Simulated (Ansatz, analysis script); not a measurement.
# VN2: canting in a transverse field, part 2 of 2

Wanted: the moment that a transverse field induces in VN2, a measure of its exchange field.

Ansatz 0.2.0; PBEsol with U = 3.2 eV on V d, PAW set soft_2 (files made for PBE).

So far. Step 2 (Starting state): The run ends antiferromagnetic, with a net moment of 0 μB a cell. Only this order was typed. The moments fell far under the 2 μB typed, which may or may not be the compound's spin state. Step 3 (No field): The net moment is 0 μB a cell, and the largest site carries 0.784 μB.

## Step 4: Field of 200 T along x

Level of this step: Ansatz DFT on spinors, uniform field across the moments' axis, no spin-orbit coupling; PBEsol+U, PAW default (Ansatz).

A field across the axis cants both sublattices towards it, against the exchange that holds them opposed.

File input.yaml:

```yaml
crystal:
  lattice:
    - [-2.15075, 2.15075, 2.49135]
    - [2.15075, -2.15075, 2.49135]
    - [2.15075, 2.15075, -2.49135]
  atoms:
    - { symbol: V, position: [0.25, 0.25, 0.0], spin: 0.78, spin_axis: [0.039968, 0.0, 0.999201] }
    - { symbol: V, position: [0.75, 0.75, 0.0], spin: 0.78, spin_axis: [0.039968, 0.0, -0.999201] }
    - { symbol: "N", position: [0.1151, 0.6151, 0.7302] }
    - { symbol: "N", position: [0.6151, 0.8849, 0.5] }
    - { symbol: "N", position: [0.8849, 0.3849, 0.2698] }
    - { symbol: "N", position: [0.3849, 0.1151, 0.5] }
kpoints:
  mp_grid: { grid: [5, 5, 5] }
hamiltonian:
  xc: pbesol
  hubbard: { sites: [{ species: V, l: d, u_eff: 3.2 }] }
scf:
  occupations: { method: fermi_dirac, width: 0.02 }
  max_iter: 120
  convergence: { dr2_threshold: 1.0e-09 }
basis:
  ecutwfc: 420.0
magnetization:
  noncollinear: true
  magnetic_field: [200.0, 0.0, 0.0]
```

Launch:

```console
ansatz run input.yaml --threads 1 --pin off --max-ram 2048MiB --backend cpu --events-out ev --progress --plain --runs-dir out
```

Numbers of over 12 decimals in the logs are rounded to 6 here.

Log:

```text
[...]
Crystal: 6 atoms, lattice volume = 46.097 Å³
Basis set: ecut = 420 eV, 873 PW (Γ)
Bands: 58, of which v1, the nominal top of the filled ones, is band 46 counted from 1 (45 counted from 0)
Symmetry: 2 space group operations + 2 with time reversal
[...]
k-points: 45 of 125 (time reversal used)
[...]
Starting moments: Σ|m| = 1.56 μB on 2 of 6 sites
Magnetic field: (200, 0, 0) T, on the spin alone (11.5768 meV per μB along it)
[...]
SCF iter   1: F=—  HF=-7281.289721 eV  |F-HF|=—  |Δ(HF+E_count)|=         —  Δρ=9.18e-2  dr2=3.65e0  dr2_m=6.81e-2  ethr=3.10e-3  |M|=3.25e-2 ∫|m|=1.54e0 μB  |m|>n=0.0e0 m-floor=0.0e0 τ_xc=1.2e-4 mc-row=0.0e0  β_m=0.30  ⟨swp⟩=5.9  Hψ=8524  notcnv=0
[...]
SCF iter  25: F=-7281.032924 eV  HF=-7281.032924 eV  |F-HF|=1.36e-10  |Δ(HF+E_count)|=   1.01e-9  Δρ=8.29e-7  dr2=2.88e-10  dr2_m=4.47e-11  ethr=2.17e-12  |M|=2.91e-2 ∫|m|=2.06e0 μB  |m|>n=0.0e0 m-floor=0.0e0 τ_xc=5.0e-4 mc-row=0.0e0  ⟨swp⟩=1.2  Hψ=6419  notcnv=0
SCF 1 converged in 25 iterations: F = -7281.032924 eV  dr2 = 2.88e-10
[...]
SCF converged after 25 iterations
Magnetization: |M| = 0.0291 μB,  M = (+0.0291, -0.0000, +0.0000) μB
Absolute magnetization: 2.0707 μB (∫|m|, with the PAW one-centre terms)
  site 0: m = (+0.0136, +0.0000, +0.7838) μB, |m| = 0.7839 μB  (R = 0.88 Å)
  site 1: m = (+0.0136, +0.0000, -0.7838) μB, |m| = 0.7839 μB  (R = 0.88 Å)
  site 2: m = (-0.0006, -0.0000, -0.0000) μB, |m| = 0.0006 μB  (R = 0.58 Å)
  site 3: m = (-0.0006, +0.0000, -0.0000) μB, |m| = 0.0006 μB  (R = 0.58 Å)
  site 4: m = (-0.0006, +0.0000, +0.0000) μB, |m| = 0.0006 μB  (R = 0.58 Å)
  site 5: m = (-0.0006, -0.0000, +0.0000) μB, |m| = 0.0006 μB  (R = 0.58 Å)
Free energy (F): -7281.032924 eV
[...]
Internal energy: -7281.032923 eV  (E = F + TS)
E sigma→0 (E₀):  -7281.032924 eV
Entropy (-TS):   -0.000001 eV (-0.000 meV/atom)
Fermi energy:    16.762558 eV
[...]
--- Hubbard shell moments (per corrected site; Tr N, ν in electrons; μ in μ_B) ---
  shell 0: Tr N=3.5484  μ_S=(+0.0164, -0.0000, +0.9580)  μ_L=(+0.0000, +0.0000, +0.0000)  μ=(+0.0164, +0.0000, +0.9580)  ν=0.0004 along (+0.017, -0.000, +1.000)
  shell 1: Tr N=3.5484  μ_S=(+0.0164, +0.0000, -0.9580)  μ_L=(+0.0000, -0.0000, -0.0000)  μ=(+0.0164, -0.0000, -0.9580)  ν=0.0004 along (+0.017, +0.000, -1.000)
Occupation matrices written to <dir>
```

Run time: 23 s. Hardware: 1 thread of AMD EPYC 9R45, shared host; peak memory 0.56 GiB.

The net moment is 0.029 μB a cell, and the largest site carries 0.784 μB.

## Step 5: Field of 500 T along x

input.yaml, the sections that differ from step 4:

```yaml
crystal:
  lattice:
    - [-2.15075, 2.15075, 2.49135]
    - [2.15075, -2.15075, 2.49135]
    - [2.15075, 2.15075, -2.49135]
  atoms:
    - { symbol: V, position: [0.25, 0.25, 0.0], spin: 0.78, spin_axis: [0.069829, 0.0, 0.997559] }
    - { symbol: V, position: [0.75, 0.75, 0.0], spin: 0.78, spin_axis: [0.069829, 0.0, -0.997559] }
    - { symbol: "N", position: [0.1151, 0.6151, 0.7302] }
    - { symbol: "N", position: [0.6151, 0.8849, 0.5] }
    - { symbol: "N", position: [0.8849, 0.3849, 0.2698] }
    - { symbol: "N", position: [0.3849, 0.1151, 0.5] }
magnetization:
  noncollinear: true
  magnetic_field: [500.0, 0.0, 0.0]
# kpoints, hamiltonian, scf, basis: as in step 4
```

Log:

```text
[...]
Crystal: 6 atoms, lattice volume = 46.097 Å³
Basis set: ecut = 420 eV, 873 PW (Γ)
Bands: 58, of which v1, the nominal top of the filled ones, is band 46 counted from 1 (45 counted from 0)
Symmetry: 2 space group operations + 2 with time reversal
[...]
k-points: 45 of 125 (time reversal used)
[...]
Starting moments: Σ|m| = 1.56 μB on 2 of 6 sites
[...]
Fermi energy:    16.768499 eV
[...]
--- Hubbard shell moments (per corrected site; Tr N, ν in electrons; μ in μ_B) ---
  shell 0: Tr N=3.5484  μ_S=(+0.0411, -0.0000, +0.9577)  μ_L=(+0.0000, +0.0000, -0.0000)  μ=(+0.0411, +0.0000, +0.9577)  ν=0.0010 along (+0.043, -0.000, +0.999)
  shell 1: Tr N=3.5484  μ_S=(+0.0411, +0.0000, -0.9577)  μ_L=(+0.0000, -0.0000, +0.0000)  μ=(+0.0411, -0.0000, -0.9577)  ν=0.0010 along (+0.043, +0.000, -0.999)
Occupation matrices written to <dir>
[key lines of the parts left out:]
SCF converged after 25 iterations
Magnetization: |M| = 0.0728 μB,  M = (+0.0728, +0.0000, +0.0000) μB
Free energy (F): -7281.033808 eV
```

Run time: 25 s. Hardware: 1 thread; peak memory 0.53 GiB.

The net moment is 0.073 μB a cell, and the largest site carries 0.784 μB.

## Step 6: Field of 1500 T along x

input.yaml, the sections that differ from step 5:

```yaml
crystal:
  lattice:
    - [-2.15075, 2.15075, 2.49135]
    - [2.15075, -2.15075, 2.49135]
    - [2.15075, 2.15075, -2.49135]
  atoms:
    - { symbol: V, position: [0.25, 0.25, 0.0], spin: 0.78, spin_axis: [0.167595, 0.0, 0.985856] }
    - { symbol: V, position: [0.75, 0.75, 0.0], spin: 0.78, spin_axis: [0.167595, 0.0, -0.985856] }
    - { symbol: "N", position: [0.1151, 0.6151, 0.7302] }
    - { symbol: "N", position: [0.6151, 0.8849, 0.5] }
    - { symbol: "N", position: [0.8849, 0.3849, 0.2698] }
    - { symbol: "N", position: [0.3849, 0.1151, 0.5] }
magnetization:
  noncollinear: true
  magnetic_field: [1500.0, 0.0, 0.0]
# kpoints, hamiltonian, scf, basis: as in step 5
```

Log:

```text
[...]
Crystal: 6 atoms, lattice volume = 46.097 Å³
Basis set: ecut = 420 eV, 873 PW (Γ)
Bands: 58, of which v1, the nominal top of the filled ones, is band 46 counted from 1 (45 counted from 0)
Symmetry: 2 space group operations + 2 with time reversal
[...]
k-points: 45 of 125 (time reversal used)
[...]
Starting moments: Σ|m| = 1.56 μB on 2 of 6 sites
[...]
Fermi energy:    16.785123 eV
[...]
--- Hubbard shell moments (per corrected site; Tr N, ν in electrons; μ in μ_B) ---
  shell 0: Tr N=3.5483  μ_S=(+0.1243, -0.0000, +0.9548)  μ_L=(-0.0000, -0.0000, -0.0000)  μ=(+0.1243, -0.0000, +0.9548)  ν=0.0029 along (+0.130, -0.000, +0.992)
  shell 1: Tr N=3.5483  μ_S=(+0.1243, -0.0000, -0.9548)  μ_L=(-0.0000, +0.0000, +0.0000)  μ=(+0.1243, +0.0000, -0.9548)  ν=0.0029 along (+0.130, +0.000, -0.992)
Occupation matrices written to <dir>
[key lines of the parts left out:]
SCF converged after 24 iterations
Magnetization: |M| = 0.2197 μB,  M = (+0.2197, +0.0000, +0.0000) μB
Free energy (F): -7281.042258 eV
```

Wall time 24 s (1 thread); peak memory 0.55 GiB.

The net moment is 0.22 μB a cell, and the largest site carries 0.788 μB.

## Step 7: The fields together

Table of moment along the field by field:

| field (T) | moment along the field (μB/cell) |
| --- | --- |
| 0 | -3.2e-6 |
| 200 | 0.0291 |
| 500 | 0.0728 |
| 1500 | 0.220 |

Canting of the first magnetic atom against field:

| field (T) | canting of the first magnetic atom (°) |
| --- | --- |
| 0 | -2.4e-4 |
| 200 | 0.994 |
| 500 | 2.49 |
| 1500 | 7.50 |

Free energy with the Zeeman term against field:

| field (T) | free energy with the Zeeman term (meV/cell) |
| --- | --- |
| 0 | 0 |
| 200 | -0.168 |
| 500 | -1.05 |
| 1500 | -9.50 |

## Step 8: Results

| Item | Value |
| --- | --- |
| state without field | antiferromagnetic |
| transverse dM/dB at 200 T | 0.145 μB a cell per 1000 T |
| canting at 1500 T | 7.50° |

In words: A field of 1500 T cants the moments by 7.50° and induces 0.220 μB a cell. The induced moment is nearly proportional to the field, as for two rigid sublattices. sin φ = B / B_sat at 200 T puts saturation near 11523 T. No spin–orbit coupling acts, so there is no anisotropy and no spin-flop field. The 4 spinor runs took 1.7 min of wall time, added up.

[Logs and program files are shortened in this print: banners, set-up blocks, solver, clock and traceback lines can be left out without a mark of their own.]

[Logs are printed without paths, hosts, clocks, repeated set-up lines and the standing remarks that a program may print on its own settings, such as how far it seeks lower states.]

[Hosts, paths, dates, database ids (printed as entryN), source tags and the programs' standing remarks are cut or masked in the printed files.]
